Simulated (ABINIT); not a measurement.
# AlBiTeSe2 (P4/mmm): zone-centre phonons, part 2 of 2

Which modes does AlBiTeSe2 (P4/mmm) have at the zone centre?

ABINIT 10.8.3; DFT LDA, scalar-relativistic, plane waves, HGH norm-conserving pseudopotentials.

So far. Step 4 (Relaxation): The volume changes by -0.1 % in this run and stands -4.5 % from the first cell. Step 5 (Ground state): The cell stands at -0.74 GPa: the relaxation ran with a smoothed and higher cutoff, and the difference is a stress of the finite basis. The relaxed cell has a = 4.760, c = 5.386 Å (conventional setting).

The structure was built from a prototype and need not be the compound's stable phase.

### 6. Zone-centre response

At q = 0 one unit cell holds all displacements. The response is solved for single atoms along the cell's directions, and symmetry skips those that follow from others. The crystal is treated as a metal, which screens a static field, so no field response is asked.

Input file dfpt_gamma.abi:

```

# common to the responses
getwfk_filepath "gso_WFK"
kptopt 2
nqpt 1
qpt 0.0 0.0 0.0
asr 0
chneut 0

# displacements
rfphon 1
rfatpol 1 5
rfdir 1 1 1
tolvrs 1.0d-10
prtwf 0

# basis, mesh and filling
ecut 20.0
ixc 7
ngkpt 6 6 4
nshiftk 1
shiftk 0.0 0.0 0.0
istwfk *1
occopt 7
tsmear 0.01
nband 20
nstep 100
diemac 1000000.0
prtebands 0
prtgsr 0
useylm 1

# cell and atoms
acell 3*1.0 Angstrom
rprim 
    4.760004656 0.0 0.0
    0.0 4.760004656 0.0
    0.0 0.0 5.386304224
ntypat 4
znucl 83 13 34 52
natom 5
typat 1 2 3 3 4
xred 
    0.0 0.0 0.0
    0.5 0.5 0.5
    0.5 0.0 0.5
    0.0 0.5 0.5
    0.5 0.5 0.0
pp_dirpath "./pseudo"
pseudos "Bi.hgh, Al.hgh, Se.hgh, Te.hgh"
```

The run is started by

```bash
OMP_NUM_THREADS=1 mpirun -n 4 abinit dfpt_gamma.abi > dfpt_gamma.log
```

Numbers of over 12 decimals in the logs are rounded to 6 here.

dfpt_gamma.abo, the main output file:

```text
[banners, grids, parts of the stress and lines that vanish by symmetry left out]
- input  file    -> dfpt_gamma.abi
- output file    -> dfpt_gamma.abo
- root for input  files -> dfpt_gammai
[...]
Symmetries : space group P4/m m m (#123); Bravais tP (primitive tetrag.)
[...]
nfft =       72000          nkpt =          76
[...]
== DATASET  1 ==================================================================
[...]
cutoff_energies: {ecut:  20.0, pawecutdg:  -1.0, }
[...]
Exchange-correlation functional for the present dataset will be:
  LDA: Perdew-Wang 92 LSD fit to Ceperley-Alder data - ixc=7
[...]
Perturbation : displacement of atom   1   along direction   1
[...]
-ETOT  1   50.809391200474     -9.691E+01 6.866E-01 1.581E+05
 ETOT  2  -1.122932     -5.193E+01 1.000E-01 1.673E+03
 ETOT  3  -1.722286     -5.994E-01 6.165E-02 1.459E+02
 ETOT  4  -1.765096     -4.281E-02 3.043E-03 1.118E+00
 ETOT  5  -1.765478     -3.811E-04 2.056E-03 9.870E-03
[...]
At SCF step   12       vres2   =  6.53E-12 < tolvrs=  1.00E-10 =>converged.
[...]
Perturbation : displacement of atom   1   along direction   3
[...]
-ETOT  1   121.76671675872     -7.274E+01 2.591E+00 4.591E+05
[...]
At SCF step   12       vres2   =  9.45E-13 < tolvrs=  1.00E-10 =>converged.
[...]
Perturbation : displacement of atom   2   along direction   1
[...]
-ETOT  1   48.010817286937     -1.183E+01 2.769E-01 1.054E+05
[...]
At SCF step   11       vres2   =  5.72E-11 < tolvrs=  1.00E-10 =>converged.
[...]
Perturbation : displacement of atom   2   along direction   3
[...]
-ETOT  1   80.472816496361      1.210E+01 1.669E+00 2.575E+05
[...]
At SCF step   11       vres2   =  5.67E-11 < tolvrs=  1.00E-10 =>converged.
[...]
Perturbation : displacement of atom   3   along direction   1
[...]
-ETOT  1   231.82630466131     -2.338E+02 3.537E+00 5.953E+05
[...]
Perturbation : displacement of atom   3   along direction   2
[...]
-ETOT  1   326.36076114691     -1.719E+02 1.629E+00 7.753E+05
[...]
Perturbation : displacement of atom   3   along direction   3
[...]
-ETOT  1   443.78422799829     -1.703E+02 3.023E+00 1.441E+06
[...]
Perturbation : displacement of atom   5   along direction   1
[...]
-ETOT  1   131.42661199633     -1.620E+02 1.510E+00 3.696E+05
[...]
At SCF step   12       vres2   =  1.25E-11 < tolvrs=  1.00E-10 =>converged.
[...]
Perturbation : displacement of atom   5   along direction   3
[...]
-ETOT  1   358.53343421319     -4.890E+01 2.649E+00 1.167E+06
[...]
ETOT 11   9.317998     -2.370E-11 6.853E-05 2.196E-10
 ETOT 12   9.317998      1.648E-12 1.344E-05 4.886E-12
 At SCF step   12       vres2   =  4.89E-12 < tolvrs=  1.00E-10 =>converged.
[...]
Phonon wavevector (reduced coordinates) :  0.00000  0.00000  0.00000
 Phonon energies in Hartree :
[...]
Phonon frequencies in cm-1    :
- -9.332407E+01 -8.346569E+01 -8.346569E+01 -8.139788E+01 -5.616934E+01
- -5.616934E+01 -3.246465E+01 -1.267720E+00  2.036954E+00  2.036954E+00
-  4.682557E+01  4.682557E+01  2.272871E+02  3.632263E+02  3.632263E+02
[...]
fcart      0.0000000000E+00  0.0000000000E+00  0.0000000000E+00
           strten      0.0000000000E+00  0.0000000000E+00  0.0000000000E+00
================================================================================
```

Run time: 4.7 min. Hardware: 4 MPI ranks of Arm Neoverse V1, shared host.

Read from the output:

- largest acoustic frequency at the zone centre before the sum rule: 2.04 cm⁻¹
- highest optical zone-centre mode (no LO-TO term): 363.2 cm⁻¹
- lowest optical zone-centre mode: -93.32 cm⁻¹

The acoustic modes at Γ come out as far as 2.0 cm⁻¹ from zero, where they should vanish, a small numerical error. The lowest optical mode is imaginary, 93i cm⁻¹, an instability at this level and on this k mesh.

### 7. Modes with the sum rule

anaddb reads the merged derivatives and imposes the acoustic sum rule.

Input file anaddb.abi:

```
ddb_filepath "gamma_DDB"
output_file "anaddb.abo"
outdata_prefix "anaddb"
asr 1
chneut 1
enunit 2
eivec 1
nph1l 1
qph1l 0.0 0.0 0.0 1.0
```

Input file mrgddb.in:

```
gamma_DDB
merged
2
dfpt_gammao_DDB
gso_DDB
```

The run is started by

```bash
mrgddb < mrgddb.in > mrgddb.log
OMP_NUM_THREADS=1 anaddb anaddb.abi > anaddb.log
```

anaddb.abo, the main output file:

```text
-outvars_anaddb: echo values of input variables ----------------------

 Miscellaneous information :
      enunit         2
       eivec         1
         asr         1
 First list of wavevector (reduced coord.) :
       nph1l         1
       qph1l
                     0.00000000E+00  0.00000000E+00  0.00000000E+00    1.000E+00

================================================================================

 read the DDB information and perform some checks

  ==== Info on the Cryst% object ====
 Real(R)+Recip(G) space primitive vectors, cartesian coordinates (Bohr,Bohr^-1):
 R(1)=  8.9951052  0.0000000  0.0000000  G(1)=  0.1111716  0.0000000  0.0000000
 R(2)=  0.0000000  8.9951052  0.0000000  G(2)=  0.0000000  0.1111716  0.0000000
 R(3)=  0.0000000  0.0000000 10.1786398  G(3)=  0.0000000  0.0000000  0.0982450
 Unit cell volume ucvol=  8.2357326E+02 bohr^3
 Angles (23,13,12)=  9.00000000E+01  9.00000000E+01  9.00000000E+01 degrees
 Time-reversal symmetry is present
 Reduced atomic positions [iatom, xred, symbol]:
    1)    0.0000000  0.0000000  0.0000000  Bi
    2)    0.5000000  0.5000000  0.5000000  Al
    3)    0.5000000  0.0000000  0.5000000  Se
    4)    0.0000000  0.5000000  0.5000000  Se
    5)    0.5000000  0.5000000  0.0000000  Te

 DDB file with 3 blocks has been read.

================================================================================

 Treat the first list of vectors

  Phonon wavevector (reduced coordinates) :  0.00000  0.00000  0.00000
 Phonon energies in Hartree :
  -4.251199E-04 -3.804813E-04 -3.804813E-04 -3.706757E-04 -2.561052E-04
  -2.561052E-04 -1.480299E-04  0.000000E+00  0.000000E+00  0.000000E+00
   2.130079E-04  2.130079E-04  1.035572E-03  1.654951E-03  1.654951E-03
 Phonon energies in meV     :
- -1.156810E+01 -1.035342E+01 -1.035342E+01 -1.008660E+01 -6.968977E+00
- -6.968977E+00 -4.028099E+00  0.000000E+00  0.000000E+00  0.000000E+00
-  5.796239E+00  5.796239E+00  2.817934E+01  4.503351E+01  4.503351E+01
 Phonon frequencies in cm-1    :
- -9.330304E+01 -8.350598E+01 -8.350598E+01 -8.135391E+01 -5.620859E+01
- -5.620859E+01 -3.248881E+01  0.000000E+00  0.000000E+00  0.000000E+00
-  4.674982E+01  4.674982E+01  2.272817E+02  3.632197E+02  3.632197E+02
 Phonon frequencies in Thz     :
- -2.797155E+00 -2.503446E+00 -2.503446E+00 -2.438929E+00 -1.685091E+00
- -1.685091E+00 -9.739900E-01  0.000000E+00  0.000000E+00  0.000000E+00
-  1.401524E+00  1.401524E+00  6.813734E+00  1.088905E+01  1.088905E+01
 Phonon energies in Kelvin  :
- -1.342423E+02 -1.201465E+02 -1.201465E+02 -1.170501E+02 -8.087162E+01
- -8.087162E+01 -4.674415E+01  0.000000E+00  0.000000E+00  0.000000E+00
-  6.726256E+01  6.726256E+01  3.270076E+02  5.225921E+02  5.225921E+02

 Eigendisplacements
 (will be given, for each mode : in cartesian coordinates
   for each atom the real part of the displacement vector,
   then the imaginary part of the displacement vector - absolute values smaller than 1.0d-7 are set to zero)
  Mode number    1   Energy   -4.251199E-04
 Attention : low frequency mode.
   (Could be unstable or acoustic mode)
;  1  0.00000000E+00  0.00000000E+00  8.39928146E-04
;     0.00000000E+00  0.00000000E+00  0.00000000E+00
;  2  0.00000000E+00  0.00000000E+00  1.41467245E-03
;     0.00000000E+00  0.00000000E+00  0.00000000E+00
;  3  0.00000000E+00  0.00000000E+00 -1.47631403E-03
;     0.00000000E+00  0.00000000E+00  0.00000000E+00
;  4  0.00000000E+00  0.00000000E+00 -1.47631403E-03
;     0.00000000E+00  0.00000000E+00  0.00000000E+00
;  5  0.00000000E+00  0.00000000E+00  1.52393347E-04
;     0.00000000E+00  0.00000000E+00  0.00000000E+00
  Mode number    2   Energy   -3.804813E-04
 Attention : low frequency mode.
   (Could be unstable or acoustic mode)
-  1  0.00000000E+00  1.00034274E-03  0.00000000E+00
-     0.00000000E+00  0.00000000E+00  0.00000000E+00
-  2  0.00000000E+00  5.09520002E-04  0.00000000E+00
-     0.00000000E+00  0.00000000E+00  0.00000000E+00
-  3  0.00000000E+00  1.02854584E-04  0.00000000E+00
-     0.00000000E+00  0.00000000E+00  0.00000000E+00
-  4  0.00000000E+00 -1.87603819E-03  0.00000000E+00
-     0.00000000E+00  0.00000000E+00  0.00000000E+00
-  5  0.00000000E+00 -6.48817345E-04  0.00000000E+00
-     0.00000000E+00  0.00000000E+00  0.00000000E+00
  Mode number    3   Energy   -3.804813E-04
 Attention : low frequency mode.
   (Could be unstable or acoustic mode)
-  1  1.00034274E-03  0.00000000E+00  0.00000000E+00
-     0.00000000E+00  0.00000000E+00  0.00000000E+00
-  2  5.09520002E-04  0.00000000E+00  0.00000000E+00
-     0.00000000E+00  0.00000000E+00  0.00000000E+00
-  3 -1.87603819E-03  0.00000000E+00  0.00000000E+00
-     0.00000000E+00  0.00000000E+00  0.00000000E+00
-  4  1.02854584E-04  0.00000000E+00  0.00000000E+00
-     0.00000000E+00  0.00000000E+00  0.00000000E+00
-  5 -6.48817345E-04  0.00000000E+00  0.00000000E+00
-     0.00000000E+00  0.00000000E+00  0.00000000E+00
  Mode number    4   Energy   -3.706757E-04
 Attention : low frequency mode.
   (Could be unstable or acoustic mode)
;  1  0.00000000E+00  0.00000000E+00  0.00000000E+00
;     0.00000000E+00  0.00000000E+00  0.00000000E+00
;  2  0.00000000E+00  0.00000000E+00  0.00000000E+00
;     0.00000000E+00  0.00000000E+00  0.00000000E+00
;  3  0.00000000E+00  0.00000000E+00  1.86380890E-03
;     0.00000000E+00  0.00000000E+00  0.00000000E+00
;  4  0.00000000E+00  0.00000000E+00 -1.86380890E-03
;     0.00000000E+00  0.00000000E+00  0.00000000E+00
;  5  0.00000000E+00  0.00000000E+00  0.00000000E+00
;     0.00000000E+00  0.00000000E+00  0.00000000E+00
  Mode number    5   Energy   -2.561052E-04
 Attention : low frequency mode.
   (Could be unstable or acoustic mode)
-  1  0.00000000E+00 -5.32413753E-04  0.00000000E+00
-     0.00000000E+00  0.00000000E+00  0.00000000E+00
-  2  0.00000000E+00  4.87294944E-04  0.00000000E+00
-     0.00000000E+00  0.00000000E+00  0.00000000E+00
-  3  0.00000000E+00  3.38530267E-04  0.00000000E+00
-     0.00000000E+00  0.00000000E+00  0.00000000E+00
-  4  0.00000000E+00 -1.52908068E-03  0.00000000E+00
-     0.00000000E+00  0.00000000E+00  0.00000000E+00
-  5  0.00000000E+00  1.50565818E-03  0.00000000E+00
-     0.00000000E+00  0.00000000E+00  0.00000000E+00
  Mode number    6   Energy   -2.561052E-04
 Attention : low frequency mode.
   (Could be unstable or acoustic mode)
-  1  5.32413753E-04  0.00000000E+00  0.00000000E+00
-     0.00000000E+00  0.00000000E+00  0.00000000E+00
-  2 -4.87294944E-04  0.00000000E+00  0.00000000E+00
-     0.00000000E+00  0.00000000E+00  0.00000000E+00
-  3  1.52908068E-03  0.00000000E+00  0.00000000E+00
-     0.00000000E+00  0.00000000E+00  0.00000000E+00
-  4 -3.38530267E-04  0.00000000E+00  0.00000000E+00
-     0.00000000E+00  0.00000000E+00  0.00000000E+00
-  5 -1.50565818E-03  0.00000000E+00  0.00000000E+00
-     0.00000000E+00  0.00000000E+00  0.00000000E+00
  Mode number    7   Energy   -1.480299E-04
 Attention : low frequency mode.
   (Could be unstable or acoustic mode)
;  1  0.00000000E+00  0.00000000E+00  9.31400931E-04
;     0.00000000E+00  0.00000000E+00  0.00000000E+00
;  2  0.00000000E+00  0.00000000E+00 -2.37140619E-03
;     0.00000000E+00  0.00000000E+00  0.00000000E+00
;  3  0.00000000E+00  0.00000000E+00  2.06288581E-04
;     0.00000000E+00  0.00000000E+00  0.00000000E+00
;  4  0.00000000E+00  0.00000000E+00  2.06288581E-04
;     0.00000000E+00  0.00000000E+00  0.00000000E+00
;  5  0.00000000E+00  0.00000000E+00 -1.27931165E-03
;     0.00000000E+00  0.00000000E+00  0.00000000E+00
  Mode number    8   Energy    0.000000E+00
 Attention : low frequency mode.
   (Could be unstable or acoustic mode)
-  1  0.00000000E+00  1.02565295E-03  0.00000000E+00
-     0.00000000E+00  0.00000000E+00  0.00000000E+00
-  2  0.00000000E+00  1.02565215E-03  0.00000000E+00
-     0.00000000E+00  0.00000000E+00  0.00000000E+00
-  3  0.00000000E+00  1.02565228E-03  0.00000000E+00
-     0.00000000E+00  0.00000000E+00  0.00000000E+00
-  4  0.00000000E+00  1.02565275E-03  0.00000000E+00
-     0.00000000E+00  0.00000000E+00  0.00000000E+00
-  5  0.00000000E+00  1.02565261E-03  0.00000000E+00
-     0.00000000E+00  0.00000000E+00  0.00000000E+00
  Mode number    9   Energy    0.000000E+00
 Attention : low frequency mode.
   (Could be unstable or acoustic mode)
-  1  0.00000000E+00  0.00000000E+00  1.02565055E-03
-     0.00000000E+00  0.00000000E+00  0.00000000E+00
-  2  0.00000000E+00  0.00000000E+00  1.02563003E-03
-     0.00000000E+00  0.00000000E+00  0.00000000E+00
-  3  0.00000000E+00  0.00000000E+00  1.02566610E-03
-     0.00000000E+00  0.00000000E+00  0.00000000E+00
-  4  0.00000000E+00  0.00000000E+00  1.02566610E-03
-     0.00000000E+00  0.00000000E+00  0.00000000E+00
-  5  0.00000000E+00  0.00000000E+00  1.02564441E-03
-     0.00000000E+00  0.00000000E+00  0.00000000E+00
  Mode number   10   Energy    0.000000E+00
 Attention : low frequency mode.
   (Could be unstable or acoustic mode)
-  1  1.02565295E-03  0.00000000E+00  0.00000000E+00
-     0.00000000E+00  0.00000000E+00  0.00000000E+00
-  2  1.02565215E-03  0.00000000E+00  0.00000000E+00
-     0.00000000E+00  0.00000000E+00  0.00000000E+00
-  3  1.02565275E-03  0.00000000E+00  0.00000000E+00
-     0.00000000E+00  0.00000000E+00  0.00000000E+00
-  4  1.02565228E-03  0.00000000E+00  0.00000000E+00
-     0.00000000E+00  0.00000000E+00  0.00000000E+00
-  5  1.02565261E-03  0.00000000E+00  0.00000000E+00
-     0.00000000E+00  0.00000000E+00  0.00000000E+00
  Mode number   11   Energy    2.130079E-04
-  1  0.00000000E+00 -5.37508585E-04  0.00000000E+00
-     0.00000000E+00  0.00000000E+00  0.00000000E+00
-  2  0.00000000E+00  2.41493784E-03  0.00000000E+00
-     0.00000000E+00  0.00000000E+00  0.00000000E+00
-  3  0.00000000E+00  1.81659281E-03  0.00000000E+00
-     0.00000000E+00  0.00000000E+00  0.00000000E+00
-  4  0.00000000E+00 -2.01638713E-05  0.00000000E+00
-     0.00000000E+00  0.00000000E+00  0.00000000E+00
-  5  0.00000000E+00 -7.41974242E-04  0.00000000E+00
-     0.00000000E+00  0.00000000E+00  0.00000000E+00
  Mode number   12   Energy    2.130079E-04
-  1  5.37508585E-04  0.00000000E+00  0.00000000E+00
-     0.00000000E+00  0.00000000E+00  0.00000000E+00
-  2 -2.41493784E-03  0.00000000E+00  0.00000000E+00
-     0.00000000E+00  0.00000000E+00  0.00000000E+00
-  3  2.01638713E-05  0.00000000E+00  0.00000000E+00
-     0.00000000E+00  0.00000000E+00  0.00000000E+00
-  4 -1.81659281E-03  0.00000000E+00  0.00000000E+00
-     0.00000000E+00  0.00000000E+00  0.00000000E+00
-  5  7.41974242E-04  0.00000000E+00  0.00000000E+00
-     0.00000000E+00  0.00000000E+00  0.00000000E+00
  Mode number   13   Energy    1.035572E-03
;  1  0.00000000E+00  0.00000000E+00  9.20678237E-06
;     0.00000000E+00  0.00000000E+00  0.00000000E+00
;  2  0.00000000E+00  0.00000000E+00 -3.41392642E-03
;     0.00000000E+00  0.00000000E+00  0.00000000E+00
;  3  0.00000000E+00  0.00000000E+00 -4.46916739E-04
;     0.00000000E+00  0.00000000E+00  0.00000000E+00
;  4  0.00000000E+00  0.00000000E+00 -4.46916739E-04
;     0.00000000E+00  0.00000000E+00  0.00000000E+00
;  5  0.00000000E+00  0.00000000E+00  1.25992345E-03
;     0.00000000E+00  0.00000000E+00  0.00000000E+00
  Mode number   14   Energy    1.654951E-03
-  1  0.00000000E+00  1.15748037E-06  0.00000000E+00
-     0.00000000E+00  0.00000000E+00  0.00000000E+00
-  2  0.00000000E+00 -3.59871114E-03  0.00000000E+00
-     0.00000000E+00  0.00000000E+00  0.00000000E+00
-  3  0.00000000E+00  1.57175487E-03  0.00000000E+00
-     0.00000000E+00  0.00000000E+00  0.00000000E+00
-  4  0.00000000E+00 -1.93881584E-04  0.00000000E+00
-     0.00000000E+00  0.00000000E+00  0.00000000E+00
-  5  0.00000000E+00 -9.35736854E-05  0.00000000E+00
-     0.00000000E+00  0.00000000E+00  0.00000000E+00
  Mode number   15   Energy    1.654951E-03
-  1  1.15748037E-06  0.00000000E+00  0.00000000E+00
-     0.00000000E+00  0.00000000E+00  0.00000000E+00
-  2 -3.59871114E-03  0.00000000E+00  0.00000000E+00
-     0.00000000E+00  0.00000000E+00  0.00000000E+00
-  3 -1.93881584E-04  0.00000000E+00  0.00000000E+00
-     0.00000000E+00  0.00000000E+00  0.00000000E+00
-  4  1.57175487E-03  0.00000000E+00  0.00000000E+00
-     0.00000000E+00  0.00000000E+00  0.00000000E+00
-  5 -9.35736854E-05  0.00000000E+00  0.00000000E+00
-     0.00000000E+00  0.00000000E+00  0.00000000E+00

 Analysis of degeneracies and characters (maximum tolerance=1.00E-06 a.u.)
 For each vibration mode, or group of modes if degenerate,
 the characters are given for each symmetry operation (see the list in the log file).
 Symmetry characters of vibration mode #   1
  1.0 -1.0 -1.0  1.0  1.0 -1.0 -1.0  1.0  1.0 -1.0 -1.0  1.0  1.0 -1.0 -1.0  1.0
 Symmetry characters of vibration mode #   2
        degenerate with vibration mode #   3
  2.0 -2.0 -0.0  0.0 -2.0  2.0  0.0 -0.0  0.0 -0.0  0.0 -0.0 -0.0  0.0 -0.0  0.0
 Symmetry characters of vibration mode #   4
  1.0 -1.0 -1.0  1.0  1.0 -1.0 -1.0  1.0 -1.0  1.0  1.0 -1.0 -1.0  1.0  1.0 -1.0
 Symmetry characters of vibration mode #   5
        degenerate with vibration mode #   6
  2.0 -2.0 -0.0  0.0 -2.0  2.0  0.0 -0.0  0.0 -0.0  0.0 -0.0 -0.0  0.0 -0.0  0.0
 Symmetry characters of vibration mode #   7
  1.0 -1.0 -1.0  1.0  1.0 -1.0 -1.0  1.0  1.0 -1.0 -1.0  1.0  1.0 -1.0 -1.0  1.0
 Symmetry characters of vibration mode #   8
       degenerate with vibration modes #   9 to   10
  3.0 -3.0 -1.0  1.0 -1.0  1.0 -1.0  1.0  1.0 -1.0 -1.0  1.0  1.0 -1.0 -1.0  1.0
 Symmetry characters of vibration mode #  11
        degenerate with vibration mode #  12
  2.0 -2.0 -0.0  0.0 -2.0  2.0  0.0 -0.0  0.0 -0.0  0.0 -0.0 -0.0  0.0 -0.0  0.0
 Symmetry characters of vibration mode #  13
  1.0 -1.0 -1.0  1.0  1.0 -1.0 -1.0  1.0  1.0 -1.0 -1.0  1.0  1.0 -1.0 -1.0  1.0
 Symmetry characters of vibration mode #  14
        degenerate with vibration mode #  15
  2.0 -2.0 -0.0  0.0 -2.0  2.0  0.0 -0.0 -0.0  0.0  0.0 -0.0  0.0 -0.0 -0.0  0.0
-
```

The job ended after 0.49 s (1 thread).

This step gave:

```
lowest optical zone-centre mode : -93.3 cm⁻¹
```

No LO-TO term; unit eigenvectors of the mass-weighted matrix, from anaddb's displacements. Modes at Γ, with each element's share of the kinetic energy (negative means imaginary):

| mode | frequency (cm⁻¹) | Bi % | Al % | Se % | Te % |
| --- | --- | --- | --- | --- | --- |
| 1 | -93.3 | 27 | 10 | 63 | 1 |
| 2 | -83.5 | 38 | 1 | 51 | 10 |
| 3 | -83.5 | 38 | 1 | 51 | 10 |
| 4 | -81.4 | 0 | 0 | 100 | 0 |
| 5 | -56.2 | 11 | 1 | 35 | 53 |
| 6 | -56.2 | 11 | 1 | 35 | 53 |
| 7 | -32.5 | 33 | 28 | 1 | 38 |
| 8 | 0.0 | 40 | 5 | 30 | 24 |
| 9 | 0.0 | 40 | 5 | 30 | 24 |
| 10 | 0.0 | 40 | 5 | 30 | 24 |
| 11 | 46.7 | 11 | 29 | 48 | 13 |
| 12 | 46.7 | 11 | 29 | 48 | 13 |
| 13 | 227.3 | 0 | 57 | 6 | 37 |
| 14 | 363.2 | 0 | 64 | 36 | 0 |
| 15 | 363.2 | 0 | 64 | 36 | 0 |

Displacements in mode 1 (-93.3 cm⁻¹), the largest set to 1:
```
Bi1  0.00  0.00  0.57
Al2  0.00  0.00  0.96
Se3  0.00  0.00 -1.00
Se4  0.00  0.00 -1.00
Te5  0.00  0.00  0.10
```

Displacements in mode 14 (363.2 cm⁻¹), the largest set to 1:
```
Bi1  0.00  0.00  0.00
Al2  0.00 -1.00  0.00
Se3  0.00  0.44  0.00
Se4  0.00 -0.05  0.00
Te5  0.00 -0.03  0.00
```

The rule moves no optical mode by more than 0.1 cm⁻¹.

### 8. Outcome

```yaml
space_group_after_relaxation: P4/mmm
volume_per_atom: 24.4 Å³
highest_optical_zone_centre_mode_no_lo_to_term: 363.2 cm⁻¹
lowest_optical_zone_centre_mode: -93.3 cm⁻¹
imaginary_optical_modes_at_the_zone_centre_no_q_mesh_in_this_session: yes
```

**Reading.** At the LDA level the optical modes of AlBiTeSe2 (P4/mmm) at the zone centre run from 93i to 363 cm⁻¹, so the structure is a saddle point, with 7 modes beyond 10i cm⁻¹ there. The base run prints -0.74 GPa, mostly the error of a finite basis; the relaxation, with a smoothed and higher cutoff, had brought the cell to rest. These are harmonic frequencies at zero temperature: anharmonic shifts and linewidths and thermal expansion are left out. Spin-orbit coupling is left out, which can matter for the heavy elements here. The HGH files keep few electrons and have no core correction, which is cheap but rough for Bi. In a metal the frequencies hang on the k mesh and the smearing, most of all near Kohn anomalies. A run on a mesh of wavevectors was begun and cut off at its time limit; it is not shown, and nothing is said of wavevectors that it left out. The structure is a hypothetical one, built on a prototype.

[Host names and launcher messages were left out of these logs when they were recorded.]

[Logs are printed without paths, hosts, clocks, repeated set-up lines and the standing remarks that a program may print on its own settings, such as how far it seeks lower states.]

[Hosts, paths, dates, database ids (printed as entryN), source tags and the programs' standing remarks are cut or masked in the printed files.]
